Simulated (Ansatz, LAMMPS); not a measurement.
# Squeezing and shearing glassy 69SiO2-19Al2O3-6SrO-6Li2O (mol %) (106 atoms), part 2 of 3

Aim: relax glassy 69SiO2-19Al2O3-6SrO-6Li2O (mol %) (106 atoms), then change its volume and shape to read moduli from the stress.

Ansatz 0.2.0; Kohn-Sham DFT, PBE, PAW (set soft_2), plane waves.

The cell: 22 Si, 12 Al, 2 Sr, 4 Li and 66 O. The quench rate of 50 K/ps far exceeds what a furnace or splat quench reaches. The starting topology of bonds comes from the classical model. Sampling is at Γ alone.

So far. Step 2 (Single point at the start): The r.m.s. force at the start is 1.3 eV/Å. Step 3 (Cell and atoms relaxed): The relaxation converged after 16 steps, with a largest force component of 0.045 eV/Å.

## (4) Single point at the relaxed geometry

The electronic structure is read at the final geometry, in a run of its own.

File input.yaml:

```yaml
crystal:
  lattice:
    - [11.21455, -0.07021, 0.24696]
    - [-0.07021, 11.10796, -0.11768]
    - [0.24696, -0.11768, 11.03931]
  atoms:
    - { symbol: Si, position: [0.76504, 0.44585, 0.02035] }
    - { symbol: Si, position: [0.03303, 0.9564, 0.62292] }
    - { symbol: Si, position: [0.13383, 0.06491, 0.2776] }
    - { symbol: Si, position: [0.69004, 0.29297, 0.58452] }
    - { symbol: Si, position: [0.99957, 0.66627, 0.30042] }
    - { symbol: Si, position: [0.47063, 0.21772, 0.0699] }
    [... 94 atom lines left out ...]
    - { symbol: O, position: [0.26528, 0.50409, 0.03636] }
    - { symbol: O, position: [0.26741, 0.66863, 0.86333] }
    - { symbol: O, position: [0.65186, 0.90327, 0.05897] }
    - { symbol: O, position: [0.04017, 0.79261, 0.23904] }
    - { symbol: O, position: [0.45298, 0.51042, 0.23475] }
    - { symbol: O, position: [0.01709, 0.10118, 0.6631] }
kpoints:
  mp_grid: { grid: [1, 1, 1] }
hamiltonian:
  xc: pbe
scf:
  occupations: { method: gaussian, width: 0.025 }
output:
  forces: true
  stress: true
  populations: intrinsic
  dos:
    method: { smearing: { sigma: 0.08 } }
    de: 0.1
    projected: { site_lists: { Al: [Al], Li: [Li], O: [O], Si: [Si], Sr: [Sr] } }
  eigenvalues: true
  write_density: true
  write_potential: true
  volumetric_format: npy
```

The run is started by

```sh
ansatz run input.yaml --threads 4 --pin off --max-ram 8192MiB --backend cpu --events-out ev --progress --plain --runs-dir out
```

Numbers of over 12 decimals in the logs are rounded to 6 here.

Log:

```text
[...]
Crystal: 106 atoms, lattice volume = 1374.292 Å³
Basis set: ecut = 420 eV, 26887 PW (Γ), exchange–correlation on 150×150×150 points (8 copies of the dense FFT grid, shifted against one another)
Bands: 382, of which v1, the nominal top of the filled ones, is band 276 counted from 1 (275 counted from 0)
Symmetry: 1 space group operations
[...]
k-points: 1
[...]
SCF iter   1: F=—  HF=-65924.142306 eV  |F-HF|=—  |Δ(HF+E_count)|=         —  Δρ=1.90e-3  dr2=5.92e-2  ethr=1.77e-3  ⟨swp⟩=7.0  Hψ=1875  notcnv=0  defer=47
[...]
SCF iter   9: F=-65924.167033 eV  HF=-65924.167033 eV  |F-HF|=1.44e-8  |Δ(HF+E_count)|=   1.63e-8  Δρ=1.33e-6  dr2=2.53e-8  ethr=1.81e-11  ⟨swp⟩=19.0  Hψ=3595  notcnv=0
SCF 1 converged in 9 iterations: F = -65924.167033 eV  dr2 = 2.53e-8
[...]
SCF converged after 9 iterations
Free energy (F): -65924.167033 eV
[...]
Internal energy: -65924.167033 eV  (E = F + TS)
E sigma→0 (E₀):  -65924.167033 eV
Fermi energy:    5.406195 eV
[...]
--- Forces (eV/Å), atoms counted from 1 ---
  atom   1  Si     0.01730298     0.00132926     0.01026233
  atom   2  Si     0.01599931     0.00231747    -0.02180611
  atom   3  Si     0.01217836     0.01905119     0.01291375
  atom   4  Si    -0.00738563     0.00395185    -0.01029888
  atom   5  Si     0.01752356     0.01746944     0.00706110
  atom   6  Si    -0.00956648    -0.00236935     0.00512287
  atom   7  Si    -0.00265977     0.00201251     0.01429292
  atom   8  Si    -0.01017019    -0.01413127    -0.00776263
  atom   9  Si    -0.01172836    -0.00955080    -0.00495265
  atom  10  Si     0.03437609    -0.00337930     0.00180113
  atom  11  Si     0.02106536     0.00063462    -0.03035591
  atom  12  Si    -0.00510398     0.00374410    -0.00310047
  atom  13  Si     0.04319455    -0.01977599    -0.00639214
  atom  14  Si    -0.02534643    -0.00542082    -0.02485328
[...]
atom 105  O      0.00816663     0.00007656     0.00402137
  atom 106  O     -0.00072069     0.00824722     0.01334793
  max |Σ_I F_I| component: 4.77e-5 eV/Å
--- Stress (GPa, compression-positive) ---
        0.007456       0.002582       0.011959
        0.002582       0.001375      -0.010406
        0.011968      -0.010407      -0.013436
  P = ⅓ Tr σ = -0.0015 GPa (-0.015 kbar)
--- Band table (eV) ---
[...]
--- intrinsic populations: 106 sites ---
  site symbol       q [e]
     0     Si      2.2563
     1     Si      2.3425
     2     Si      2.3359
[...]
105      O      6.9026
  spilling = -0.000000 (of n_electrons = 552.000000)
```

The job ended after 26 s (4 threads of Arm Neoverse V1, shared host; peak memory 1.8 GiB).

The run gave:

```yaml
free_energy: -65924.1670 eV
free_energy_per_atom: -621.9261 eV/atom
scf_cycles: 9
pressure: -0.001535 GPa
r_m_s_force_component: 0.0111 eV/Å
longest_force: 0.04793 eV/Å
fermi_energy: 5.406 eV
spacing_of_highest_filled_and_lowest_empty_level: 4.293 eV
```

## (5) Volume -3 %

The relaxed cell is scaled evenly and the atoms are relaxed again; the stress at the end gives one point of P(V).

input.yaml, the sections that differ from step 4:

```yaml
crystal:
  lattice:
    - [11.10126, -0.0695, 0.24447]
    - [-0.0695, 10.99575, -0.11649]
    - [0.24447, -0.11649, 10.92779]
  atoms:
    [... the 106 atom lines of step 4 ...]
output:
  forces: true
  eigenvalues: true
  stress: true
relax:
  f_tol: 0.05
  max_steps: 70
# kpoints, hamiltonian, scf: as in step 4
```

Log:

```text
Warning: output.stress: scf.convergence.dr2_threshold = 1e-7 eV (the SCF's general default) is looser than the 1.06e-8 eV advised for a printed stress (1e-10 eV for each atom of the cell: 106). What an SCF threshold leaves in a stress goes as its square root, and in the free energy as the threshold itself, and one threshold admits the most on a small cell: [...]
[...]
Crystal: 106 atoms, lattice volume = 1333.062 Å³
Basis set: ecut = 420 eV, 26091 PW (Γ), exchange–correlation on 150×150×150 points (8 copies of the dense FFT grid, shifted against one another)
Bands: 382, of which v1, the nominal top of the filled ones, is band 276 counted from 1 (275 counted from 0)
Symmetry: 1 space group operations
[...]
k-points: 1
[...]
SCF iter   1: F=—  HF=-65923.494665 eV  |F-HF|=—  |Δ(HF+E_count)|=         —  Δρ=1.95e-3  dr2=5.97e-2  ethr=1.77e-3  ⟨swp⟩=7.0  Hψ=1877  notcnv=0  defer=43
[...]
SCF iter   5: F=-65923.517834 eV  HF=-65923.517837 eV  |F-HF|=3.62e-6  |Δ(HF+E_count)|=   2.57e-5  Δρ=7.02e-5  dr2=6.07e-5  ethr=5.23e-8  ⟨swp⟩=2.0  Hψ=487  notcnv=0  defer=102
SCF iter   6: F=-65923.517846 eV  HF=-65923.517854 eV  |F-HF|=8.03e-6  |Δ(HF+E_count)|=   1.71e-5  Δρ=3.76e-5  dr2=1.54e-5  ethr=1.10e-8  ⟨swp⟩=15.0  Hψ=2430  notcnv=0
SCF 1 converged in 6 iterations: F = -65923.517846 eV  dr2 = 1.54e-5
[...]
relax step   1: F+E_penalty+E_count = -65923.51784634 eV  Δ(F+E_penalty+E_count) = +0.000e0 eV  max|allowed force component| = 4.841e-1 eV/Å  Δτ_max = 0.0000 Å  (6 SCF iters, dr2 threshold 6.25e-5 eV, accepted)
[...]
relax step   2: F+E_penalty+E_count = -65923.73480404 eV  Δ(F+E_penalty+E_count) = -2.170e-1 eV  max|allowed force component| = 3.365e-1 eV/Å  Δτ_max = 0.0817 Å  (6 SCF iters, dr2 threshold 1.46e-5 eV, accepted)
[...]
relax step   3: F+E_penalty+E_count = -65923.88246986 eV  Δ(F+E_penalty+E_count) = -1.477e-1 eV  max|allowed force component| = 2.081e-1 eV/Å  Δτ_max = 0.0594 Å  (7 SCF iters, dr2 threshold 7.08e-6 eV, accepted)
relax step   4: F+E_penalty+E_count = -65923.90228491 eV  Δ(F+E_penalty+E_count) = -1.982e-2 eV  max|allowed force component| = 2.104e-1 eV/Å  Δτ_max = 0.0758 Å  (5 SCF iters, dr2 threshold 1.65e-5 eV, accepted)
relax step   5: F+E_penalty+E_count = -65923.90320480 eV  Δ(F+E_penalty+E_count) = -9.199e-4 eV  max|allowed force component| = 2.579e-1 eV/Å  Δτ_max = 0.0825 Å  (6 SCF iters, dr2 threshold 1.69e-5 eV, accepted)
relax step   6: F+E_penalty+E_count = -65923.92273947 eV  Δ(F+E_penalty+E_count) = -1.953e-2 eV  max|allowed force component| = 5.183e-2 eV/Å  Δτ_max = 0.0373 Å  (5 SCF iters, dr2 threshold 6.65e-5 eV, accepted)
[...]
relax step   7: F+E_penalty+E_count = -65923.92504603 eV  Δ(F+E_penalty+E_count) = -2.307e-3 eV  max|allowed force component| = 3.752e-2 eV/Å  Δτ_max = 0.0127 Å  (7 SCF iters, accepted)
SCF converged after 7 iterations
Free energy (F): -65923.925046 eV
[...]
Internal energy: -65923.925046 eV  (E = F + TS)
E sigma→0 (E₀):  -65923.925046 eV
Fermi energy:    5.745269 eV
[...]
Σ components = -65923.925046   (vs F -65923.925046, Δ=0.00e0)
--- Forces (eV/Å), atoms counted from 1 ---
  atom   1  Si     0.02633344     0.00219295    -0.00032125
  atom   2  Si     0.00034060    -0.02661836     0.00150705
  atom   3  Si    -0.00123853     0.00844413    -0.00949821
  atom   4  Si    -0.00724502     0.00367214    -0.01385204
[...]
atom 106  O     -0.01111764     0.01988375     0.00429303
  max |Σ_I F_I| component: 1.80e-4 eV/Å
--- Stress (GPa, compression-positive) ---
        2.057976      -0.129536      -0.214511
       -0.129538       2.025594       0.081123
       -0.214503       0.081123       1.758865
  P = ⅓ Tr σ = 1.9475 GPa (19.475 kbar)
--- Band table (eV) ---
[...]
--- Relaxed structure (7 steps of the walk, 7 accepted, 0 SCFs on fresh bases) ---
  F+E_penalty+E_count = -65923.92504603 eV   max|allowed force component| = 3.752e-2 eV/Å
  atoms:
    - { symbol: Si, position: [0.764339, 0.444839, 0.019760] }
    - { symbol: Si, position: [0.030119, 0.954084, 0.619823] }
    - { symbol: Si, position: [0.135030, 0.065039, 0.273937] }
    - { symbol: Si, position: [0.692253, 0.291931, 0.584989] }
[...]
- { symbol: O, position: [0.012658, 0.098948, 0.663292] }
```

It took 1.9 min on 4 threads; peak memory 1.7 GiB.

The program notes that the SCF threshold is loose for the stress.

The relaxation converged after 7 steps, 0.407 eV below its start, with a largest force component of 0.038 eV/Å.

Volume -3 %: the energy stands 0.242 eV above that of the reference, at a pressure of 1.95 GPa.

## (6) Volume +3 %

The relaxed cell is scaled to another volume.

input.yaml, the sections that differ from step 5:

```yaml
crystal:
  lattice:
    - [11.32559, -0.07091, 0.24941]
    - [-0.07091, 11.21795, -0.11885]
    - [0.24941, -0.11885, 11.14862]
  atoms:
    [... the 106 atom lines of step 4 ...]
# kpoints, hamiltonian, scf, output, relax: as in step 5
```

Log:

```text
[...]
Crystal: 106 atoms, lattice volume = 1415.521 Å³
Basis set: ecut = 420 eV, 27645 PW (Γ), exchange–correlation on 160×150×150 points (8 copies of the dense FFT grid, shifted against one another)
Bands: 382, of which v1, the nominal top of the filled ones, is band 276 counted from 1 (275 counted from 0)
Symmetry: 1 space group operations
[...]
k-points: 1
[...]
SCF iter   1: F=—  HF=-65923.559795 eV  |F-HF|=—  |Δ(HF+E_count)|=         —  Δρ=1.87e-3  dr2=5.94e-2  ethr=1.77e-3  ⟨swp⟩=7.0  Hψ=1981  notcnv=0  defer=43
[...]
SCF iter   5: F=—  HF=-65923.572046 eV  |F-HF|=—  |Δ(HF+E_count)|=   4.34e-5  Δρ=7.20e-5  dr2=6.64e-5  ethr=5.15e-8  ⟨swp⟩=2.0  Hψ=487  notcnv=0  defer=102
SCF iter   6: F=-65923.572058 eV  HF=-65923.572059 eV  |F-HF|=1.50e-6  |Δ(HF+E_count)|=   1.36e-5  Δρ=2.85e-5  dr2=1.04e-5  ethr=1.13e-8  ⟨swp⟩=16.0  Hψ=2175  notcnv=0
SCF 1 converged in 6 iterations: F = -65923.572058 eV  dr2 = 1.04e-5
[...]
relax step   1: F+E_penalty+E_count = -65923.57205768 eV  Δ(F+E_penalty+E_count) = +0.000e0 eV  max|allowed force component| = 4.020e-1 eV/Å  Δτ_max = 0.0000 Å  (6 SCF iters, dr2 threshold 6.25e-5 eV, accepted)
[...]
relax step   2: F+E_penalty+E_count = -65923.77482347 eV  Δ(F+E_penalty+E_count) = -2.028e-1 eV  max|allowed force component| = 2.984e-1 eV/Å  Δτ_max = 0.0789 Å  (6 SCF iters, dr2 threshold 1.01e-5 eV, accepted)
[...]
relax step   3: F+E_penalty+E_count = -65923.90994919 eV  Δ(F+E_penalty+E_count) = -1.351e-1 eV  max|allowed force component| = 1.799e-1 eV/Å  Δτ_max = 0.0544 Å  (7 SCF iters, dr2 threshold 5.57e-6 eV, accepted)
relax step   4: F+E_penalty+E_count = -65923.92578963 eV  Δ(F+E_penalty+E_count) = -1.584e-2 eV  max|allowed force component| = 1.030e-1 eV/Å  Δτ_max = 0.0582 Å  (5 SCF iters, dr2 threshold 1.18e-5 eV, accepted)
relax step   5: F+E_penalty+E_count = -65923.94024404 eV  Δ(F+E_penalty+E_count) = -1.445e-2 eV  max|allowed force component| = 1.078e-1 eV/Å  Δτ_max = 0.0339 Å  (6 SCF iters, dr2 threshold 3.47e-6 eV, accepted)
relax step   6: F+E_penalty+E_count = -65923.94146857 eV  Δ(F+E_penalty+E_count) = -1.225e-3 eV  max|allowed force component| = 1.631e-1 eV/Å  Δτ_max = 0.0719 Å  (7 SCF iters, dr2 threshold 3.81e-6 eV, accepted)
relax step   7: F+E_penalty+E_count = -65923.95866172 eV  Δ(F+E_penalty+E_count) = -1.719e-2 eV  max|allowed force component| = 2.012e-1 eV/Å  Δτ_max = 0.0349 Å  (5 SCF iters, dr2 threshold 2.66e-5 eV, accepted)
relax step   8: F+E_penalty+E_count = -65923.96225005 eV  Δ(F+E_penalty+E_count) = -3.588e-3 eV  max|allowed force component| = 2.192e-1 eV/Å  Δτ_max = 0.0507 Å  (5 SCF iters, dr2 threshold 4.05e-5 eV, accepted)
relax step   9: F+E_penalty+E_count = -65923.96335843 eV  Δ(F+E_penalty+E_count) = -1.108e-3 eV  max|allowed force component| = 2.738e-1 eV/Å  Δτ_max = 0.0145 Å  (5 SCF iters, dr2 threshold 4.81e-5 eV, accepted)
relax step  10: F+E_penalty+E_count = -65923.96630876 eV  Δ(F+E_penalty+E_count) = -2.950e-3 eV  max|allowed force component| = 1.558e-1 eV/Å  Δτ_max = 0.0582 Å  (4 SCF iters, dr2 threshold 7.50e-5 eV, accepted)
relax step  11: F+E_penalty+E_count = -65923.96857524 eV  Δ(F+E_penalty+E_count) = -2.266e-3 eV  max|allowed force component| = 4.348e-2 eV/Å  Δτ_max = 0.0164 Å  (5 SCF iters, dr2 threshold 7.86e-6 eV, accepted)
[...]
relax step  12: F+E_penalty+E_count = -65923.96857624 eV  Δ(F+E_penalty+E_count) = -9.931e-7 eV  max|allowed force component| = 4.341e-2 eV/Å  Δτ_max = 0.0000 Å  (5 SCF iters, accepted)
SCF converged after 5 iterations
Free energy (F): -65923.968576 eV
[...]
Internal energy: -65923.968576 eV  (E = F + TS)
E sigma→0 (E₀):  -65923.968576 eV
Fermi energy:    5.078555 eV
[...]
Σ components = -65923.968576   (vs F -65923.968576, Δ=0.00e0)
--- Forces (eV/Å), atoms counted from 1 ---
  atom   1  Si    -0.01028444     0.01205062    -0.00012044
  atom   2  Si    -0.02219892     0.00808502    -0.00712674
  atom   3  Si    -0.00926851     0.01024501     0.01272135
  atom   4  Si     0.00528568    -0.00183571    -0.00223462
[...]
atom 106  O      0.00628397    -0.00484684    -0.01723425
  max |Σ_I F_I| component: 6.74e-5 eV/Å
--- Stress (GPa, compression-positive) ---
       -1.488634       0.167006       0.383052
        0.167008      -1.580921      -0.126818
        0.383060      -0.126820      -1.381421
  P = ⅓ Tr σ = -1.4837 GPa (-14.837 kbar)
--- Band table (eV) ---
[...]
--- Relaxed structure (12 steps of the walk, 12 accepted, 0 SCFs on fresh bases) ---
  F+E_penalty+E_count = -65923.96857624 eV   max|allowed force component| = 4.341e-2 eV/Å
  atoms:
    - { symbol: Si, position: [0.766421, 0.446518, 0.020157] }
    - { symbol: Si, position: [0.035238, 0.959233, 0.626037] }
    - { symbol: Si, position: [0.131366, 0.065199, 0.281796] }
    - { symbol: Si, position: [0.687097, 0.292915, 0.583457] }
[...]
- { symbol: O, position: [0.021943, 0.104129, 0.662093] }
```

Elapsed: 3.3 min, on 4 threads; peak memory 1.8 GiB.

The relaxation converged after 12 steps, 0.397 eV below its start, with a largest force component of 0.043 eV/Å.

Volume +3 %: the energy stands 0.198 eV above that of the reference, at a pressure of -1.48 GPa.

## (7) Volume -6 %

The relaxed cell is scaled to another volume.

Input and log are left out; they have the form of those shown for this kind of step.

Elapsed: 2.4 min, on 4 threads of Arm Neoverse V1, shared host; peak memory 1.7 GiB; 9.3 min of CPU time.

The relaxation converged after 9 steps, 1.75 eV below its start, with a largest force component of 0.044 eV/Å.

Volume -6 %: the energy stands 1.01 eV above that of the reference, at a pressure of 4.01 GPa.

## (8) Volume +6 %

The relaxed cell is scaled to another volume.

input.yaml, the sections that differ from step 6:

```yaml
crystal:
  lattice:
    - [11.4345, -0.07159, 0.2518]
    - [-0.07159, 11.32582, -0.11999]
    - [0.2518, -0.11999, 11.25582]
  atoms:
    [... the 106 atom lines of step 4 ...]
# kpoints, hamiltonian, scf, output, relax: as in step 6
```

Log:

```text
[...]
Crystal: 106 atoms, lattice volume = 1456.750 Å³
Basis set: ecut = 420 eV, 28453 PW (Γ), exchange–correlation on 160×160×160 points (8 copies of the dense FFT grid, shifted against one another)
Bands: 382, of which v1, the nominal top of the filled ones, is band 276 counted from 1 (275 counted from 0)
Symmetry: 1 space group operations
[...]
k-points: 1
[...]
SCF iter   1: F=—  HF=-65921.896825 eV  |F-HF|=—  |Δ(HF+E_count)|=         —  Δρ=1.87e-3  dr2=6.15e-2  ethr=1.77e-3  ⟨swp⟩=7.0  Hψ=1876  notcnv=0  defer=39
[...]
SCF iter   5: F=—  HF=-65921.923590 eV  |F-HF|=—  |Δ(HF+E_count)|=   3.66e-5  Δρ=7.11e-5  dr2=7.11e-5  ethr=5.97e-8  ⟨swp⟩=2.0  Hψ=490  notcnv=0  defer=99
SCF iter   6: F=-65921.923599 eV  HF=-65921.923608 eV  |F-HF|=9.34e-6  |Δ(HF+E_count)|=   1.80e-5  Δρ=4.06e-5  dr2=2.08e-5  ethr=1.13e-8  ⟨swp⟩=14.0  Hψ=2400  notcnv=0
SCF 1 converged in 6 iterations: F = -65921.923599 eV  dr2 = 2.08e-5
[...]
relax step   1: F+E_penalty+E_count = -65921.92359876 eV  Δ(F+E_penalty+E_count) = +0.000e0 eV  max|allowed force component| = 7.510e-1 eV/Å  Δτ_max = 0.0000 Å  (6 SCF iters, dr2 threshold 6.25e-5 eV, accepted)
[...]
relax step   2: F+E_penalty+E_count = -65922.68886669 eV  Δ(F+E_penalty+E_count) = -7.653e-1 eV  max|allowed force component| = 5.800e-1 eV/Å  Δτ_max = 0.1756 Å  (6 SCF iters, dr2 threshold 3.52e-5 eV, accepted)
[...]
relax step   3: F+E_penalty+E_count = -65923.18184613 eV  Δ(F+E_penalty+E_count) = -4.930e-1 eV  max|allowed force component| = 3.662e-1 eV/Å  Δτ_max = 0.1037 Å  (7 SCF iters, dr2 threshold 2.10e-5 eV, accepted)
relax step   4: F+E_penalty+E_count = -65923.28708242 eV  Δ(F+E_penalty+E_count) = -1.052e-1 eV  max|allowed force component| = 2.881e-1 eV/Å  Δτ_max = 0.2000 Å  (6 SCF iters, dr2 threshold 5.35e-5 eV, accepted)
relax step   5: F+E_penalty+E_count = -65923.33416837 eV  Δ(F+E_penalty+E_count) = -4.709e-2 eV  max|allowed force component| = 2.166e-1 eV/Å  Δτ_max = 0.0489 Å  (6 SCF iters, dr2 threshold 3.31e-5 eV, accepted)
relax step   6: F+E_penalty+E_count = -65923.26221252 eV  Δ(F+E_penalty+E_count) = +7.196e-2 eV  max|allowed force component| = 4.104e-1 eV/Å  Δτ_max = 0.2000 Å  (7 SCF iters, dr2 threshold 2.65e-5 eV, rejected (line search))
relax step   7: F+E_penalty+E_count = -65923.39334266 eV  Δ(F+E_penalty+E_count) = -5.917e-2 eV  max|allowed force component| = 1.114e-1 eV/Å  Δτ_max = 0.0971 Å  (9 SCF iters, accepted)
relax step   8: F+E_penalty+E_count = -65923.40829090 eV  Δ(F+E_penalty+E_count) = -1.495e-2 eV  max|allowed force component| = 1.059e-1 eV/Å  Δτ_max = 0.1000 Å  (7 SCF iters, dr2 threshold 3.28e-6 eV, accepted)
relax step   9: F+E_penalty+E_count = -65923.41806373 eV  Δ(F+E_penalty+E_count) = -9.773e-3 eV  max|allowed force component| = 1.046e-1 eV/Å  Δτ_max = 0.0627 Å  (6 SCF iters, dr2 threshold 2.97e-6 eV, accepted)
relax step  10: F+E_penalty+E_count = -65923.42603034 eV  Δ(F+E_penalty+E_count) = -7.967e-3 eV  max|allowed force component| = 1.678e-1 eV/Å  Δτ_max = 0.1144 Å  (6 SCF iters, dr2 threshold 9.89e-6 eV, accepted)
relax step  11: F+E_penalty+E_count = -65923.43283909 eV  Δ(F+E_penalty+E_count) = -6.809e-3 eV  max|allowed force component| = 9.781e-2 eV/Å  Δτ_max = 0.0545 Å  (4 SCF iters, dr2 threshold 2.75e-5 eV, accepted)
relax step  12: F+E_penalty+E_count = -65923.43980253 eV  Δ(F+E_penalty+E_count) = -6.963e-3 eV  max|allowed force component| = 7.968e-2 eV/Å  Δτ_max = 0.2000 Å  (7 SCF iters, dr2 threshold 3.25e-6 eV, accepted)
[...]
relax step  13: F+E_penalty+E_count = -65923.44250799 eV  Δ(F+E_penalty+E_count) = -2.705e-3 eV  max|allowed force component| = 4.224e-2 eV/Å  Δτ_max = 0.0563 Å  (7 SCF iters, accepted)
SCF converged after 7 iterations
Free energy (F): -65923.442508 eV
[...]
Internal energy: -65923.442508 eV  (E = F + TS)
E sigma→0 (E₀):  -65923.442508 eV
Fermi energy:    4.806002 eV
[...]
Σ components = -65923.442508   (vs F -65923.442508, Δ=0.00e0)
--- Forces (eV/Å), atoms counted from 1 ---
  atom   1  Si    -0.01509439     0.00472793    -0.01819778
  atom   2  Si     0.04224212    -0.00146475     0.02116974
  atom   3  Si     0.02630716     0.00782756    -0.00034584
  atom   4  Si    -0.00051137     0.01176437     0.01636540
[...]
atom 106  O      0.01219938    -0.00251676    -0.00019621
  max |Σ_I F_I| component: 1.95e-4 eV/Å
--- Stress (GPa, compression-positive) ---
       -2.876509       0.314286       0.588806
        0.314291      -2.664625      -0.283987
        0.588812      -0.283987      -2.570566
  P = ⅓ Tr σ = -2.7039 GPa (-27.039 kbar)
--- Band table (eV) ---
[...]
--- Relaxed structure (13 steps of the walk, 12 accepted, 0 SCFs on fresh bases) ---
  F+E_penalty+E_count = -65923.44250799 eV   max|allowed force component| = 4.224e-2 eV/Å
  atoms:
    - { symbol: Si, position: [0.767599, 0.447685, 0.020558] }
    - { symbol: Si, position: [0.036210, 0.963167, 0.627566] }
    - { symbol: Si, position: [0.127844, 0.063805, 0.284500] }
    - { symbol: Si, position: [0.683342, 0.292669, 0.584190] }
[...]
- { symbol: O, position: [0.024180, 0.107945, 0.660308] }
```

Elapsed: 3.9 min, on 4 threads; peak memory 1.9 GiB.

The relaxation converged after 13 steps, 1.52 eV below its start, with a largest force component of 0.042 eV/Å.

Volume +6 %: the energy stands 0.725 eV above that of the reference, at a pressure of -2.70 GPa.

## (9) Volume -10 %

The relaxed cell is scaled to another volume.

Input and log are left out; they have the form of those shown for this kind of step.

Run time: 9.2 min. Hardware: 4 threads of Arm Neoverse V1, shared host; peak memory 1.6 GiB.

The relaxation converged after 34 steps, 5.92 eV below its start, with a largest force component of 0.044 eV/Å.

Volume -10 %: the energy stands 2.27 eV above that of the reference, at a pressure of 6.28 GPa.

(Part 2 of 3 ends here.)

[Logs are printed without paths, hosts, clocks, repeated set-up lines and the standing remarks that a program may print on its own settings, such as how far it seeks lower states.]

[Hosts, paths, dates, database ids (printed as entryN), source tags and the programs' standing remarks are cut or masked in the printed files.]
